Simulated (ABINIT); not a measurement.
# Calculated records

## SnO2 (Cassiterite): one start, several treatments of the self-energy

Symmetry: P4_2/mnm, No. 136, tetragonal system. Conventional cell: a = 4.738 Å, b = 4.738 Å, c = 3.187 Å, α = 90.00°, β = 90.00°, γ = 90.00°. Nearest to Sn lie 6 O at 2.05 to 2.06 Å. Nearest to O lie 3 Sn at 2.05 to 2.06 Å. Farther neighbours, and contacts between anions beyond the nearest, are not listed.

- method: RPA screening on PBE, plane waves, norm-conserving pseudopotentials (and 5 further levels or steps)
- program: ABINIT 10.8.3
- settings: cutoff 36 Ha, PseudoDojo scalar-relativistic 0.4.1 standard, norm-conserving, ngkpt (4, 4, 4), nband 80, ecuteps 4.5 Ha, gwcalctyp 1, nfreqim 16, inclvkb 2, shiftk (0, 0, 0), symchi 1, awtr 1, frequency ac, 4×4×4 k-mesh
- cost: 13 runs, 11 min in all on 8 MPI ranks of Intel Xeon Platinum 8488C (Sapphire Rapids), shared host
- notes: The program’s warnings: nkpt*nsppol () is not a multiple of nproc spkpt (). The cell and positions come from the Crystallography Open Database and are kept as given unless a step says otherwise. Limits: no spin-orbit coupling. Static COHSEX lies above G0W0: it lacks the factor Z and overstates the Coulomb hole of the filled states. The 4×4×4 mesh is coarse for this cell, which bears on the long-range parts of exchange and screening. The norm-conserving file of at least one element keeps a d shell over frozen s and p shells of the same row. Exchange with those shells is missing from the self-energy, an error of 0.3 to 0.9 eV in cases checked, whose sign depends on which edge lies on those atoms.
- G0W0, Godby-Needs plasmon pole: 2.343 eV
- G0W0, Hybertsen-Louie plasmon pole: 2.591 eV
- G0W0, von der Linden-Horsch plasmon pole: 2.296 eV
- G0W0, Engel-Farid plasmon pole: 2.264 eV
- one-shot SEX: 1.352 eV
- one-shot COHSEX: 3.158 eV
- one-shot Hartree-Fock: 10.641 eV
- G0W0, contour deformation: 2.333 eV
- G0W0, analytic continuation: 2.165 eV
- known limits: short of the basis limit; exchange with frozen shells missing; no spin-orbit coupling; coarse k mesh

G0W0, Hybertsen-Louie plasmon pole: +0.248 eV against G0W0, Godby-Needs plasmon pole. G0W0, von der Linden-Horsch plasmon pole: −0.047 eV against G0W0, Godby-Needs plasmon pole.

[Paths, hosts, dates, memory and timing lines, banners, echoed tables and standing remarks are left out of the program output; an Ansatz launch command may be rebuilt from the run's recorded settings. Measured values are a selection of at most five: reports struck by readers or far from the other reports are left out. None is set beside runs whose start may be inverted or whose files or cutoffs have a known fault.]

[Runs of the session that timed out or met a known fault of the program may be left out.]

[Hosts, paths, dates, database ids (printed as entryN), source tags and the programs' standing remarks are cut or masked in the printed files.]

[G0W0 gaps are taken among the corrected bands and points alone; a level outside them can change the order at an edge.]

[Where Ansatz stands beside ABINIT at settings called matched, ABINIT's density can come from a denser mesh and the files from another edition; pairs whose starting gaps differed by over 0.03 eV were left out, so agreement reads better than it is.]
